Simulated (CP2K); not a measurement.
Consider 5-methylthiopyrimidine at its PBE geometry (Å).

```xyz
14

C    -2.5872    0.3360    0.0454
S    -1.5800   -1.1273   -0.2956
C     0.0580   -0.5191   -0.1248
C     0.4156    0.7971    0.2109
N     1.6952    1.1862    0.3218
C     2.6284    0.2516    0.0949
N     2.4145   -1.0369   -0.2313
C     1.1329   -1.4082   -0.3356
H    -2.4061    1.1313   -0.6887
H    -2.4235    0.7110    1.0636
H    -3.6269   -0.0001   -0.0447
H    -0.3356    1.5655    0.3981
H     3.6701    0.5666    0.1833
H     0.9446   -2.4537   -0.5972
```

Method: CP2K XAS_TDP, all-electron GAPW, PBEh(45%), aug-cc-pVDZ, TDA, GW2X-corrected core level, ZORA, spin–orbit coupling.

Question: Where do the S L₂,₃-edge lines lie, and how strong are they?

Leading lines: S2 168.34 eV. The leading line of an atom is its first one with 35 % of the strongest within 2.5 eV of its lowest line over the strength cut. Core ionisation energies at this level: S2 171.03/171.12/172.16 eV; the 2p½ level lies 1.09 eV above the 2p3/2 pair.

The first six lines of each atom with a strength over 0.0003:

```csv
atom,energy (eV),states,"strength, one atom",above the computed threshold
S2 (bonded to 2 C),167.03,2,0.0019,
,167.28,1,0.0016,
,168.05,2,0.0007,
,168.14,2,0.0005,
,168.15,1,0.0007,
,168.19,2,0.0011,
```

Lines are vertical, at one geometry, with no vibrational structure. GW2X ionisation energies and lines can be off by 1 to 2 eV either way, and a good line position may hide errors that cancel. Rydberg lines, and the discretised continuum above threshold, depend on the basis and the box.

[Banner, clock and machine lines of the logs are left out without a mark of their own.]

[Logs are printed without paths, hosts, clocks, repeated set-up lines and the standing remarks that a program may print on its own settings, such as how far it seeks lower states.]

[Hosts, paths, dates, database ids (printed as entryN), source tags and the programs' standing remarks are cut or masked in the printed files.]
